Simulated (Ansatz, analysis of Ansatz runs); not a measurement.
# Li2CdCl4 (Imma), nudged elastic band: V_Li hop (4.4 Å) (q = 0), part 3 of 4

Wanted: path and barrier of a jump of Li in Li2CdCl4 (Imma) at charge 0. The case: V_Li hop (4.4 Å), in a cell of 56 host atoms with 1 Li taken out.

Ansatz 0.2.0; plane-wave PAW DFT, PBEsol; nudged elastic band between two relaxed defect structures.

So far: The structure; Relaxation of the start point, charge 0; Relaxation of the end point, charge 0.

### 4. Nudged elastic band, charge 0

5 movable images are laid between the ends on a pair-potential path, which keeps atoms from colliding in the first guess. Each image feels the true force across the path and a spring force along it. The highest image is set to climb to the top of the path.

This step: plane-wave PAW DFT, PBEsol; nudged elastic band between two relaxed defect structures.

Contents of q0_M1.neb/input.yaml:

```yaml
crystal:
  lattice:
    - [0.0, 7.62069338, 10.46883164]
    - [7.38023042, 0.0, 10.46883164]
    - [7.38023042, 7.62069338, 0.0]
  atoms:
    - { symbol: Li, position: [0.19652929, 0.44631157, 0.05267531] }
    - { symbol: Li, position: [0.69600264, 0.94642964, 0.55331488] }
    - { symbol: Li, position: [0.94460228, 0.19533005, 0.80438767] }
    - { symbol: Li, position: [0.12643735, 0.62941179, 0.62310882] }
    - { symbol: Li, position: [0.37191169, 0.87759892, 0.87800237] }
    - { symbol: Li, position: [0.62300466, 0.12503158, 0.12641208] }
    - { symbol: Li, position: [0.87219135, 0.37831709, 0.37638598] }
    - { symbol: Li, position: [0.12816591, 0.12141458, 0.12246842] }
    - { symbol: Li, position: [0.37898905, 0.37825756, 0.37118882] }
    - { symbol: Li, position: [0.62702243, 0.62262321, 0.62174622] }
    - { symbol: Li, position: [0.87437062, 0.87407795, 0.87529042] }
    - { symbol: Li, position: [0.0557377, 0.80436941, 0.19512751] }
    - { symbol: Li, position: [0.30461969, 0.05145741, 0.44563929] }
    - { symbol: Li, position: [0.55549961, 0.30484863, 0.69410162] }
    - { symbol: Li, position: [0.80100515, 0.55493798, 0.94870944] }
    - { symbol: Cd, position: [0.00413182, -0.00339577, 0.49923958] }
    - { symbol: Cd, position: [0.24904942, 0.25239876, 0.74744492] }
    - { symbol: Cd, position: [0.50018476, 0.50038385, 0.00311966] }
    - { symbol: Cd, position: [0.74928743, 0.74666354, 0.25291676] }
    - { symbol: Cd, position: [0.00255951, 0.49909142, 0.50044873] }
    - { symbol: Cd, position: [0.25034632, 0.75028659, 0.74521558] }
    - { symbol: Cd, position: [0.49636225, -0.00091066, 0.00090354] }
    - { symbol: Cd, position: [0.74691906, 0.25390334, 0.24901706] }
    - { symbol: Cl, position: [0.13454432, 0.12245621, 0.87739811] }
    - { symbol: Cl, position: [0.38720329, 0.36693753, 0.13041535] }
    - { symbol: Cl, position: [0.64436333, 0.61458678, 0.38503618] }
    - { symbol: Cl, position: [0.8844623, 0.86982493, 0.63304855] }
    - { symbol: Cl, position: [0.2426045, 0.75250277, 0.50651044] }
    - { symbol: Cl, position: [0.49571951, 1.00240082, 0.75003482] }
    - { symbol: Cl, position: [0.74657656, 0.24606591, 0.00280569] }
    - { symbol: Cl, position: [1.00009028, 0.49813635, 0.25362239] }
    - { symbol: Cl, position: [0.11616828, 0.63792148, 0.86479626] }
    - { symbol: Cl, position: [0.36432016, 0.8940982, 0.10528308] }
    - { symbol: Cl, position: [0.61903283, 0.13546542, 0.36260175] }
    - { symbol: Cl, position: [0.87209727, 0.38522286, 0.61435862] }
    - { symbol: Cl, position: [0.24802541, 0.24972014, -0.00237205] }
    - { symbol: Cl, position: [0.50281046, 0.49287429, 0.24713697] }
    - { symbol: Cl, position: [0.75247376, 0.74600271, 0.50102357] }
    - { symbol: Cl, position: [0.9960043, 0.99697477, 0.75332536] }
    - { symbol: Cl, position: [-0.00302421, 0.00621191, 0.24874498] }
    - { symbol: Cl, position: [0.25286192, 0.25369282, 0.49708617] }
    - { symbol: Cl, position: [0.50084397, 0.50228353, 0.75283528] }
    - { symbol: Cl, position: [0.74982002, 0.75430345, 0.99996712] }
    - { symbol: Cl, position: [0.132926, 0.61362226, 0.38622042] }
    - { symbol: Cl, position: [0.38202334, 0.86317805, 0.63808854] }
    - { symbol: Cl, position: [0.62833173, 0.11128268, 0.88859121] }
    - { symbol: Cl, position: [0.88368986, 0.36159723, 0.13635952] }
    - { symbol: Cl, position: [0.00346086, 0.50296921, 0.74611808] }
    - { symbol: Cl, position: [0.25232745, 0.75058459, 0.99325899] }
    - { symbol: Cl, position: [0.50414051, -0.00035649, 0.2457237] }
    - { symbol: Cl, position: [0.75680818, 0.24693713, 0.49700127] }
    - { symbol: Cl, position: [0.11198157, 0.13337302, 0.3676915] }
    - { symbol: Cl, position: [0.36339238, 0.38313275, 0.61766289] }
    - { symbol: Cl, position: [0.61316945, 0.63206528, 0.86608304] }
    - { symbol: Cl, position: [0.86112283, 0.87863447, 0.12187371] }
basis:
  ecutwfc: 420
  xc_grid: 2
hamiltonian:
  xc: pbesol
kpoints:
  mp_grid: { grid: [1, 1, 1], shift: [0.25, 0.25, 0.25] }
magnetization:
  spin_polarized: true
  initial_magnetization: 1
  spin_locking: { lock_magnetization: hard }
scf:
  occupations: { method: fermi_dirac, width: 0.01 }
  max_iter: 150
output:
  forces: true
neb:
  images: 5
  f_tol: 0.04
  climbing: true
  initial_path: idpp
  max_iterations: 45
  order_check: false
  final_atoms:
    - { symbol: Li, position: [0.19459644, 0.44657095, 0.05401284] }
    - { symbol: Li, position: [0.69535988, 0.945799, 0.55462772] }
[... 4 atom lines left out ...]
    - { symbol: Li, position: [0.87738113, 0.37365722, 0.37207654] }
[... 7 atom lines left out ...]
    - { symbol: Li, position: [0.44950883, 0.69572302, 1.29978263] }
[... 2 atom lines left out ...]
    - { symbol: Cd, position: [0.50140357, 0.50376592, -0.00393133] }
    - { symbol: Cd, position: [0.74995174, 0.75065711, 0.24626025] }
[... 2 atom lines left out ...]
    - { symbol: Cd, position: [0.50342391, -0.00293572, 6.443e-05] }
    - { symbol: Cd, position: [0.7535429, 0.25157483, 0.24847482] }
[... 2 atom lines left out ...]
    - { symbol: Cl, position: [0.63658999, 0.61919254, 0.38343753] }
[... 6 atom lines left out ...]
    - { symbol: Cl, position: [0.36586838, 0.88983257, 0.11296804] }
[... 3 atom lines left out ...]
    - { symbol: Cl, position: [0.49978978, 0.49666974, 0.24959111] }
[... 5 atom lines left out ...]
    - { symbol: Cl, position: [0.74712682, 0.75831654, 1.00256503] }
[... 3 atom lines left out ...]
    - { symbol: Cl, position: [0.88518979, 0.35674652, 0.14416176] }
[... 6 atom lines left out ...]
    - { symbol: Cl, position: [0.60583382, 0.63604901, 0.86484346] }
    - { symbol: Cl, position: [0.86261074, 0.88411753, 0.11928676] }
```

Run with:

```bash
$ ansatz run input.yaml --threads 4 --pin off --max-ram 14131MiB --backend cpu --events-out ev --progress --plain --runs-dir out
```

Output:

```text
Warning: neb: disabling space-group detection — the band's intermediate images generally break the endpoint symmetry, so the full k-mesh is solved, and no spatial operation symmetrises the density, except that a semilocal band can use its path's symmetry [...]
[...]
parallel-image band execution: 2 concurrent image workers
NEB image 0
Crystal: 55 atoms, lattice volume = 1177.586 Å³
Basis set: ecut = 420 eV, 23051 PW (Γ), exchange–correlation on 180×180×144 points (8 copies of the dense FFT grid, shifted against one another)
Bands: 270, of which v1, the nominal top of the filled ones, is band 215 counted from 1 (214 counted from 0)
Symmetry: 1 space group operations
k-points: 1
[...]
Starting moments: Σ|m| = 1 μB on 55 of 55 sites
[...]
SCF iter   1: F=—  HF=-102578.887505 eV  |F-HF|=—  |Δ(HF+E_count)|=         —  Δρ=4.20e-2 (↑4.05e-2 ↓4.20e-2)  dr2=1.03e2  dr2_m=8.43e-2  M=1.000 μB ∫|m|=1.017 μB  β_m=0.30  ethr=3.10e-3  ⟨swp⟩=6.0  Hψ=2074  notcnv=0  defer=88
[...]
SCF iter  17: F=-102543.068489 eV  HF=-102543.068488 eV  |F-HF|=8.48e-9  |Δ(HF+E_count)|=   7.65e-8  Δρ=3.30e-7 (↑2.09e-7 ↓3.30e-7)  dr2=6.04e-9  dr2_m=1.78e-10  M=1.000 μB ∫|m|=1.088 μB  ethr=1.04e-11  ⟨swp⟩=1.0  Hψ=1329  notcnv=0
SCF 1 converged in 17 iterations: F = -102543.068489 eV  dr2 = 6.04e-9
[...]
NSCF: frozen V_eff on 1 k-points
NEB image 6
SCF iter   1: F=—  HF=-102578.892010 eV  |F-HF|=—  |Δ(HF+E_count)|=         —  Δρ=4.20e-2 (↑4.05e-2 ↓4.20e-2)  dr2=1.03e2  dr2_m=8.91e-2  M=1.000 μB ∫|m|=1.018 μB  β_m=0.30  ethr=3.10e-3  ⟨swp⟩=6.0  Hψ=2074  notcnv=0  defer=88
[...]
SCF iter  18: F=-102543.068184 eV  HF=-102543.068184 eV  |F-HF|=2.91e-11  |Δ(HF+E_count)|=   1.28e-8  Δρ=2.84e-7 (↑1.23e-7 ↓2.84e-7)  dr2=3.21e-9  dr2_m=1.78e-10  M=1.000 μB ∫|m|=1.087 μB  ethr=3.15e-12  ⟨swp⟩=1.0  Hψ=1269  notcnv=0
SCF 2 converged in 18 iterations: F = -102543.068184 eV  dr2 = 3.21e-9
[...]
NEB end point (image 0): max|allowed force component| = 1.770e-2 eV/Å (the criterion of neb.relax_end_points is 1.000e-2)
NEB end point (image 6): max|allowed force component| = 1.803e-2 eV/Å (the criterion of neb.relax_end_points is 1.000e-2)
NEB image 1
[...]
SCF iter   1: F=—  HF=-102578.811518 eV  |F-HF|=—  |Δ(HF+E_count)|=         —  Δρ=4.19e-2 (↑4.05e-2 ↓4.19e-2)  dr2=1.03e2  dr2_m=5.76e-2  M=1.000 μB ∫|m|=1.014 μB  β_m=0.30  ethr=3.10e-3  ⟨swp⟩=6.0  Hψ=2074  notcnv=0  defer=88
[...]
SCF iter  18: F=-102542.824087 eV  HF=-102542.824087 eV  |F-HF|=1.16e-10  |Δ(HF+E_count)|=  9.31e-10  Δρ=2.03e-7 (↑7.85e-8 ↓2.03e-7)  dr2=1.45e-9  dr2_m=8.43e-11  M=1.000 μB ∫|m|=1.088 μB  ethr=1.63e-12  ⟨swp⟩=1.0  Hψ=1206  notcnv=0
SCF 3 converged in 18 iterations: F = -102542.824087 eV  dr2 = 1.45e-9
NEB image 2
SCF iter   1: F=—  HF=-102578.788246 eV  |F-HF|=—  |Δ(HF+E_count)|=         —  Δρ=4.19e-2 (↑4.06e-2 ↓4.19e-2)  dr2=1.04e2  dr2_m=4.43e-2  M=1.000 μB ∫|m|=1.013 μB  β_m=0.30  ethr=3.10e-3  ⟨swp⟩=6.0  Hψ=2074  notcnv=0  defer=88
[...]
SCF iter  18: F=-102542.603057 eV  HF=-102542.603057 eV  |F-HF|=9.02e-10  |Δ(HF+E_count)|=   5.11e-9  Δρ=2.38e-7 (↑8.99e-8 ↓2.38e-7)  dr2=2.48e-9  dr2_m=1.19e-10  M=1.000 μB ∫|m|=1.089 μB  ethr=3.50e-12  ⟨swp⟩=1.0  Hψ=1152  notcnv=0
SCF 4 converged in 18 iterations: F = -102542.603057 eV  dr2 = 2.48e-9
NEB image 3
SCF iter   1: F=—  HF=-102578.804770 eV  |F-HF|=—  |Δ(HF+E_count)|=         —  Δρ=4.19e-2 (↑4.06e-2 ↓4.19e-2)  dr2=1.04e2  dr2_m=3.69e-2  M=1.000 μB ∫|m|=1.013 μB  β_m=0.30  ethr=3.10e-3  ⟨swp⟩=6.0  Hψ=2074  notcnv=0  defer=88
[...]
SCF iter  18: F=-102542.536810 eV  HF=-102542.536810 eV  |F-HF|=3.17e-9  |Δ(HF+E_count)|=   2.91e-9  Δρ=3.69e-7 (↑9.72e-8 ↓3.69e-7)  dr2=4.91e-9  dr2_m=2.84e-10  M=1.000 μB ∫|m|=1.089 μB  ethr=1.85e-12  ⟨swp⟩=1.0  Hψ=1268  notcnv=0
SCF 5 converged in 18 iterations: F = -102542.536810 eV  dr2 = 4.91e-9
NEB image 4
SCF iter   1: F=—  HF=-102578.777709 eV  |F-HF|=—  |Δ(HF+E_count)|=         —  Δρ=4.19e-2 (↑4.06e-2 ↓4.19e-2)  dr2=1.04e2  dr2_m=4.92e-2  M=1.000 μB ∫|m|=1.014 μB  β_m=0.30  ethr=3.10e-3  ⟨swp⟩=6.0  Hψ=2074  notcnv=0  defer=86
[...]
SCF iter  17: F=-102542.602290 eV  HF=-102542.602290 eV  |F-HF|=8.44e-10  |Δ(HF+E_count)|=   8.29e-9  Δρ=3.73e-7 (↑2.09e-7 ↓3.73e-7)  dr2=5.70e-9  dr2_m=2.89e-10  M=1.000 μB ∫|m|=1.090 μB  ethr=1.00e-11  ⟨swp⟩=1.0  Hψ=1166  notcnv=0
SCF 6 converged in 17 iterations: F = -102542.602290 eV  dr2 = 5.70e-9
NEB image 5
SCF iter   1: F=—  HF=-102578.807141 eV  |F-HF|=—  |Δ(HF+E_count)|=         —  Δρ=4.19e-2 (↑4.05e-2 ↓4.19e-2)  dr2=1.03e2  dr2_m=6.44e-2  M=1.000 μB ∫|m|=1.015 μB  β_m=0.30  ethr=3.10e-3  ⟨swp⟩=6.0  Hψ=2074  notcnv=0  defer=88
[...]
SCF iter  18: F=-102542.822708 eV  HF=-102542.822708 eV  |F-HF|=2.47e-10  |Δ(HF+E_count)|=   4.69e-9  Δρ=1.97e-7 (↑7.64e-8 ↓1.97e-7)  dr2=1.62e-9  dr2_m=8.13e-11  M=1.000 μB ∫|m|=1.089 μB  ethr=3.39e-12  ⟨swp⟩=1.0  Hψ=1169  notcnv=0
SCF 7 converged in 18 iterations: F = -102542.822708 eV  dr2 = 1.62e-9
NEB iter   1: max|band force component| = 7.823e-1 eV/Å  barrier→ = 0.5317 eV  barrier← = 0.5314 eV  Δτ_max = 0.2000 Å  (124 SCF iters)
  M     (μB):  +1.0000  +1.0000  +1.0000  +1.0000  +1.0000  +1.0000  +1.0000
  M_abs (μB):   1.0859   1.0865   1.0870   1.0871   1.0878   1.0873   1.0857
NEB image 1
[...]
Starting moments: Σ|m| = 1 μB on 55 of 55 sites; this step starts from the density that it was given
[...]
iter 1 solved again at ethr=4.02e-5 eV; its pass at ethr=3.10e-3 eV (dr2=1.72e-1 eV) is discarded
[...]
SCF iter  14: F=-102542.959789 eV  HF=-102542.959789 eV  |F-HF|=8.73e-11  |Δ(HF+E_count)|=   2.07e-9  Δρ=1.09e-7 (↑5.03e-8 ↓1.09e-7)  dr2=4.29e-10  dr2_m=2.55e-11  M=1.000 μB ∫|m|=1.087 μB  ethr=2.15e-12  ⟨swp⟩=1.0  Hψ=1152  notcnv=0
SCF 8 converged in 14 iterations: F = -102542.959789 eV  dr2 = 4.29e-10
NEB image 2
[...]
SCF iter  13: F=-102542.952330 eV  HF=-102542.952330 eV  |F-HF|=4.39e-9  |Δ(HF+E_count)|=   1.70e-8  Δρ=3.51e-7 (↑2.18e-7 ↓3.51e-7)  dr2=4.86e-9  dr2_m=1.85e-10  M=1.000 μB ∫|m|=1.089 μB  ethr=2.33e-11  ⟨swp⟩=2.0  Hψ=1269  notcnv=0
SCF 9 converged in 13 iterations: F = -102542.952330 eV  dr2 = 4.86e-9
NEB image 3
[...]
SCF iter  15: F=-102542.981782 eV  HF=-102542.981782 eV  |F-HF|=3.35e-10  |Δ(HF+E_count)|=  4.66e-10  Δρ=1.93e-7 (↑6.74e-8 ↓1.93e-7)  dr2=1.42e-9  dr2_m=8.11e-11  M=1.000 μB ∫|m|=1.089 μB  ethr=3.33e-12  ⟨swp⟩=1.0  Hψ=994  notcnv=0
SCF 29 converged in 15 iterations: F = -102542.981782 eV  dr2 = 1.42e-9
NEB image 5, for a test of the images' electronic states
[...]
SCF iter  13: F=-102542.981782 eV  HF=-102542.981782 eV  |F-HF|=1.75e-9  |Δ(HF+E_count)|=   3.09e-9  Δρ=3.79e-7 (↑2.09e-7 ↓3.79e-7)  dr2=6.55e-9  dr2_m=2.18e-10  M=1.000 μB ∫|m|=1.089 μB  ethr=1.12e-11  ⟨swp⟩=1.5  Hψ=1192  notcnv=0
SCF 30 converged in 13 iterations: F = -102542.981782 eV  dr2 = 6.55e-9
NEB image 6, for a test of the images' electronic states
[...]
SCF iter  14: F=-102543.068184 eV  HF=-102543.068184 eV  |F-HF|=2.91e-10  |Δ(HF+E_count)|=   7.84e-9  Δρ=3.10e-7 (↑1.07e-7 ↓3.10e-7)  dr2=3.64e-9  dr2_m=2.05e-10  M=1.000 μB ∫|m|=1.087 μB  ethr=3.10e-12  ⟨swp⟩=1.0  Hψ=1205  notcnv=0
SCF 31 converged in 14 iterations: F = -102543.068184 eV  dr2 = 3.64e-9
electronic states of the nudged elastic band's images, tested at iteration 5, where its forces meet neb.f_tol (images are counted from 0 at the initial end point): SCFs from a neighbouring image's density for 0, 5, 6. [...]
SCF converged after 10 iterations
[...]
Magnetization: 1.0000 μB (215.0000 up, 214.0000 down)
Absolute magnetization: 1.0870 μB (∫|ρ↑−ρ↓|, with the PAW one-centre terms)
[...]
Per-site moments (μB) at R_I (Å): [(-7.365130e-5, 0.971263), (-6.404060e-5, 0.973435), (-0.000134938, 0.973614), [... 52 left out ...]
Free energy (F): -102542.981782 eV
[...]
Internal energy: -102542.977197 eV  (E = F + TS)
E sigma→0 (E₀):  -102542.979490 eV
Entropy (-TS):   -0.004585 eV (-0.083 meV/atom)
Fermi energy:    2.463606 (↑ 4.455834, ↓ 2.461581) eV
[...]
--- Forces (eV/Å), atoms counted from 1 ---
  atom   1  Li     0.00006121    -0.00004151     0.00122907
  atom   2  Li    -0.00090142    -0.00113457     0.00200354
  [... 12 atoms left out ...]
  atom  15  Li     0.00214164    -0.00100536    -0.00388359
  [... 2 atoms left out ...]
  atom  18  Cd     0.00841900     0.00787111    -0.00334582
  [... 3 atoms left out ...]
  atom  22  Cd    -0.00709859     0.00174584    -0.00790816
  atom  23  Cd     0.00752767    -0.00649448    -0.00152832
  [... 2 atoms left out ...]
  atom  26  Cl    -0.00142265    -0.00522258     0.00356846
  [... 6 atoms left out ...]
  atom  33  Cl    -0.00075555     0.00357694     0.00351101
  [... 3 atoms left out ...]
  atom  37  Cl    -0.00300403    -0.00061488     0.00222018
  [... 5 atoms left out ...]
  atom  43  Cl     0.00758791     0.00052349     0.00512916
  [... 3 atoms left out ...]
  atom  47  Cl     0.00010187    -0.00019018     0.00211503
  [... 6 atoms left out ...]
  atom  54  Cl    -0.00146474     0.00048339     0.00136079
  [... 1 atom left out ...]
  max |Σ_I F_I| component: 3.32e-5 eV/Å
--- Band table (eV) ---
[...]
this run last wrote the band of iteration 5 to <dir>
--- NEB band (7 images, 5 band iterations, 357 SCF iterations, 56 more in tests of the images' electronic states and relaxations of end points) ---
  forward barrier  = 0.086706 eV
  backward barrier = 0.086401 eV
  lagrangian_above_aufbau_ev (what the smearing adds, to first order; not taken off the barriers): saddle image -0.001197 eV, end points -0.001166 and -0.001226 eV
  climbing image's point = of an order that was not read
  energies are F+E_penalty+E_count in eV, relative to image 0
  image     s (Å)  Δ vs image 0  max|band force component| (eV/Å)     M (μB)  M_abs (μB)
      0    0.0000      0.000000                                 —    +1.0000      1.0859
      1    0.7037      0.080603                          9.573e-3    +1.0000      1.0865
      2    1.4074      0.047692                          2.576e-2    +1.0000      1.0880
      3    2.1112     -0.016542                          1.722e-2    +1.0000      1.0888
      4    2.8151      0.025802                          1.382e-2    +1.0000      1.0886
  *   5    3.5192      0.086706                          1.137e-2    +1.0000      1.0870
      6    4.3771      0.000305                                 —    +1.0000      1.0857
  climbing-image geometry (image 5):
  cell:  # Å, volume = 1177.5860 Å³
    - [0.0, 7.62069338, 10.46883164]
    - [7.38023042, 0.0, 10.46883164]
    - [7.38023042, 7.62069338, 0.0]
  atoms:
    - { symbol: Li, position: [0.193851, 0.447101, 0.054851] }
    - { symbol: Li, position: [0.694117, 0.946943, 0.554922] }
    - { symbol: Li, position: [0.944837, 0.198962, 0.804040] }
    - { symbol: Li, position: [0.124558, 0.624665, 0.625189] }
    - { symbol: Li, position: [0.376012, 0.874157, 0.871708] }
    - { symbol: Li, position: [0.625749, 0.125692, 0.123807] }
    - { symbol: Li, position: [0.878429, 0.372265, 0.373550] }
    - { symbol: Li, position: [0.118369, 0.132507, 0.126887] }
    - { symbol: Li, position: [0.374057, 0.376063, 0.375159] }
    - { symbol: Li, position: [0.622905, 0.628009, 0.631135] }
    - { symbol: Li, position: [0.871864, 0.871262, 0.878088] }
    - { symbol: Li, position: [0.055867, 0.803339, 0.194757] }
    - { symbol: Li, position: [0.305187, 0.053745, 0.445279] }
    - { symbol: Li, position: [0.555853, 0.303706, 0.694552] }
    - { symbol: Li, position: [0.519285, 0.671467, 1.229977] }
    - { symbol: Cd, position: [0.004329, -0.005255, 0.502033] }
    - { symbol: Cd, position: [0.245671, 0.255277, 0.749393] }
    - { symbol: Cd, position: [0.500970, 0.501915, -0.004871] }
    - { symbol: Cd, position: [0.751104, 0.751207, 0.248267] }
    - { symbol: Cd, position: [0.000134, 0.500668, 0.504427] }
    - { symbol: Cd, position: [0.247734, 0.751346, 0.745440] }
    - { symbol: Cd, position: [0.501382, 0.000711, -0.000865] }
    - { symbol: Cd, position: [0.754494, 0.248303, 0.248544] }
    - { symbol: Cl, position: [0.136743, 0.119439, 0.881427] }
    - { symbol: Cl, position: [0.388385, 0.370852, 0.128556] }
    - { symbol: Cl, position: [0.639836, 0.617666, 0.383524] }
    - { symbol: Cl, position: [0.884591, 0.868178, 0.633411] }
    - { symbol: Cl, position: [0.244802, 0.748919, 0.504845] }
    - { symbol: Cl, position: [0.492761, 1.005311, 0.751535] }
    - { symbol: Cl, position: [0.746235, 0.249372, 0.003204] }
    - { symbol: Cl, position: [0.998342, 0.500031, 0.256823] }
    - { symbol: Cl, position: [0.115785, 0.637152, 0.864967] }
    - { symbol: Cl, position: [0.365862, 0.891607, 0.109578] }
    - { symbol: Cl, position: [0.620252, 0.138865, 0.361055] }
    - { symbol: Cl, position: [0.867817, 0.388215, 0.612453] }
    - { symbol: Cl, position: [0.250893, 0.246366, 0.000795] }
    - { symbol: Cl, position: [0.501438, 0.494684, 0.248071] }
    - { symbol: Cl, position: [0.748794, 0.748563, 0.498758] }
    - { symbol: Cl, position: [0.996620, 0.997775, 0.752895] }
    - { symbol: Cl, position: [0.002482, 0.000916, 0.250317] }
    - { symbol: Cl, position: [0.253501, 0.253007, 0.496559] }
    - { symbol: Cl, position: [0.499441, 0.503951, 0.747345] }
    - { symbol: Cl, position: [0.742892, 0.756583, 1.006869] }
    - { symbol: Cl, position: [0.134216, 0.612988, 0.383996] }
    - { symbol: Cl, position: [0.379327, 0.864754, 0.636196] }
    - { symbol: Cl, position: [0.631704, 0.114984, 0.886487] }
    - { symbol: Cl, position: [0.880357, 0.360500, 0.145220] }
    - { symbol: Cl, position: [0.008305, 0.499904, 0.741906] }
    - { symbol: Cl, position: [0.250695, 0.751265, 0.993414] }
    - { symbol: Cl, position: [0.502980, 0.004326, 0.246772] }
    - { symbol: Cl, position: [0.756604, 0.244918, 0.499087] }
    - { symbol: Cl, position: [0.114098, 0.129926, 0.370744] }
    - { symbol: Cl, position: [0.366124, 0.381098, 0.615952] }
    - { symbol: Cl, position: [0.604972, 0.636000, 0.869668] }
    - { symbol: Cl, position: [0.863121, 0.883711, 0.118713] }
```

Run time: 18 min. Hardware: 4 threads of Intel Xeon Platinum 8124M at 3.00GHz (Skylake/Cascade Lake), shared host; peak memory 7.1 GiB.

The path, image by image:

```csv
image,path (Å),energy (eV),"Li15: x, y, z (Å)"
0,0.000,0.0000,"11.097, 13.334, 14.195"
1,0.704,0.0806,"11.665, 13.339, 13.810"
2,1.407,0.0477,"12.233, 13.349, 13.409"
3,2.111,-0.0165,"12.836, 13.382, 13.108"
4,2.815,0.0258,"13.466, 13.335, 12.857"
5,3.519,0.0867,"14.033, 13.331, 12.466"
6,4.377,0.0003,"14.727, 13.331, 11.989"
```

Read from the output:

- free energy: -102542.9818 eV
- smearing term TS: 0.004585 eV
- total moment: 1 μB
- integral of the absolute spin density: 1.087 μB
- spin contamination: 3.03e-4
- barrier forward: 0.08671 eV
- barrier backward: 0.08640 eV
- end less start: 3.05e-4 eV
- hop length: 4.248 Å

Track of the atom that was set to move:

```csv
image,x (Å),y (Å),z (Å),nearest neighbour,distance (Å)
0,11.1,13.33,14.2,Cl,2.364
1,11.66,13.34,13.81,Cl,2.316
2,12.23,13.35,13.41,Cl,2.376
3,12.84,13.38,13.11,Cl,2.555
4,13.47,13.34,12.86,Cl,2.413
5,14.03,13.33,12.47,Cl,2.32
6,14.73,13.33,11.99,Cl,2.364
```

The band met its tolerance of 0.04 eV/Å after 5 iterations, with image 5 on top (the start counts as 0). Li15, which moves farthest between the ends, has 4 Cl at 2.36 to 2.45 Å nearest at the start and 3 Cl at 2.32 to 2.35 Å at the top. Image 3 lies 0.017 eV under the start, so a lower structure than the start lies on the path, and the climb from it is at least 0.10 eV.

(Part 3 of 4 ends here.)

[Long decimals in the printed logs are rounded to 6 places.]

[Repeated set-up lines and some long k-point lines are left out of the logs, and relaxed atomic positions are cut to six decimals.]

[Logs are printed without paths, hosts, clocks, repeated set-up lines and the standing remarks that a program may print on its own settings, such as how far it seeks lower states.]

[Hosts, paths, dates, database ids (printed as entryN), source tags and the programs' standing remarks are cut or masked in the printed files.]
